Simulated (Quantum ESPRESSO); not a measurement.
Consider SiO2 (Stishovite, P4_2/mnm).

```
CELL_PARAMETERS angstrom
4.17730 0.00000 0.00000
0.00000 4.17730 0.00000
0.00000 0.00000 2.66520
ATOMIC_POSITIONS crystal
Si 0.50000 0.50000 0.50000
Si 0.00000 0.00000 0.00000
O 0.80590 0.19410 0.50000
O 0.69410 0.69410 0.00000
O 0.19410 0.80590 0.50000
O 0.30590 0.30590 0.00000
```

Absorber: atom 3, with 2 Si at 1.76 Å and 1 Si at 1.81 Å (distorted trigonal planar, site symmetry m2m). Method: Quantum ESPRESSO XSpectra, PBE, full core hole (charged cell), 12-atom cell with 5.0 Å between holes, 6×6×6 k points, dipole transitions, Lorentzian half width 0.3 eV up to 4 eV, rising linearly to 2.5 eV at 25 eV (counted from xe0, 2.3 eV below the zero used here).

What does the O K edge look like?

Main maxima up to 24 eV above the zero (height): 2.6 eV (1.82), 8.4 eV (2.03) and 22.9 eV (0.60). A K edge sees empty p states on the absorber. The total-energy difference plus the lowest empty eigenvalue puts the zero at 542.56 eV. One term is added: -8.91 eV, since the hole is spin-paired here and a spin-polarised one costs that much less in the free atom (computed apart). The photon energy is then 533.65 eV. The functional and the charged cell's background leave an error of a few eV in such absolute values.

The O K spectrum (energy from the lowest empty level; intensity scaled to a mean of 1 over the first 20 eV; the points at xe0, where the cut of filled states can leave a spike, are interpolated; polarised curves are means over the symmetry-equivalent atoms):

| E (eV) | isotropic | ε ⊥ c | ε ∥ c |
| --- | --- | --- | --- |
| -2.0 | 0.04 | 0.03 | 0.05 |
| -1.0 | 0.06 | 0.05 | 0.08 |
| 0.0 | 0.12 | 0.09 | 0.17 |
| 1.0 | 0.42 | 0.32 | 0.63 |
| 2.0 | 1.47 | 1.03 | 2.33 |
| 3.0 | 1.69 | 1.11 | 2.84 |
| 4.0 | 1.33 | 1.13 | 1.72 |
| 5.0 | 1.42 | 1.40 | 1.46 |
| 6.0 | 1.75 | 1.85 | 1.57 |
| 7.0 | 1.92 | 1.87 | 2.02 |
| 8.0 | 2.00 | 2.04 | 1.93 |
| 9.0 | 1.91 | 2.04 | 1.67 |
| 10.0 | 1.35 | 1.48 | 1.10 |
| 11.0 | 0.85 | 0.92 | 0.72 |
| 12.0 | 0.60 | 0.63 | 0.54 |
| 13.0 | 0.48 | 0.49 | 0.48 |
| 14.0 | 0.43 | 0.42 | 0.45 |
| 15.0 | 0.39 | 0.38 | 0.41 |
| 16.0 | 0.37 | 0.38 | 0.37 |
| 17.0 | 0.39 | 0.40 | 0.37 |
| 18.0 | 0.43 | 0.44 | 0.39 |
| 19.0 | 0.48 | 0.49 | 0.45 |
| 20.0 | 0.53 | 0.53 | 0.52 |
| 21.0 | 0.56 | 0.55 | 0.59 |
| 22.0 | 0.59 | 0.56 | 0.64 |
| 23.0 | 0.60 | 0.57 | 0.65 |
| 24.0 | 0.58 | 0.56 | 0.62 |
| 25.0 | 0.53 | 0.52 | 0.55 |
| 26.0 | 0.47 | 0.47 | 0.49 |
| 27.0 | 0.43 | 0.43 | 0.45 |
| 28.0 | 0.42 | 0.41 | 0.44 |
| 29.0 | 0.41 | 0.40 | 0.44 |
| 30.0 | 0.41 | 0.40 | 0.45 |
| 31.0 | 0.42 | 0.40 | 0.46 |
| 32.0 | 0.42 | 0.39 | 0.46 |

The holes are only 5.0 Å apart, so the shape is probably not converged with cell size; no larger cell was run here. Lifetime broadening is put in by hand, and intensities beyond about 20 eV depend on it and on the partial waves; weight that the partial waves miss at high energy is lost. The structure is a published determination, not relaxed.

[Banner, clock and machine lines of the logs are left out without a mark of their own.]

[Logs are printed without paths, hosts, clocks, repeated set-up lines and the standing remarks that a program may print on its own settings, such as how far it seeks lower states.]

[Hosts, paths, dates, database ids (printed as entryN), source tags and the programs' standing remarks are cut or masked in the printed files.]

[Lists of maxima count a maximum above −3 eV only where it reaches 4 % of the highest in the window and stands out from its surroundings by 2 % of it (1.5 % where it reaches 55 %); shoulders and weaker maxima are passed over, and of the rest the first, up to two pre-edge ones and the few strongest are named.]
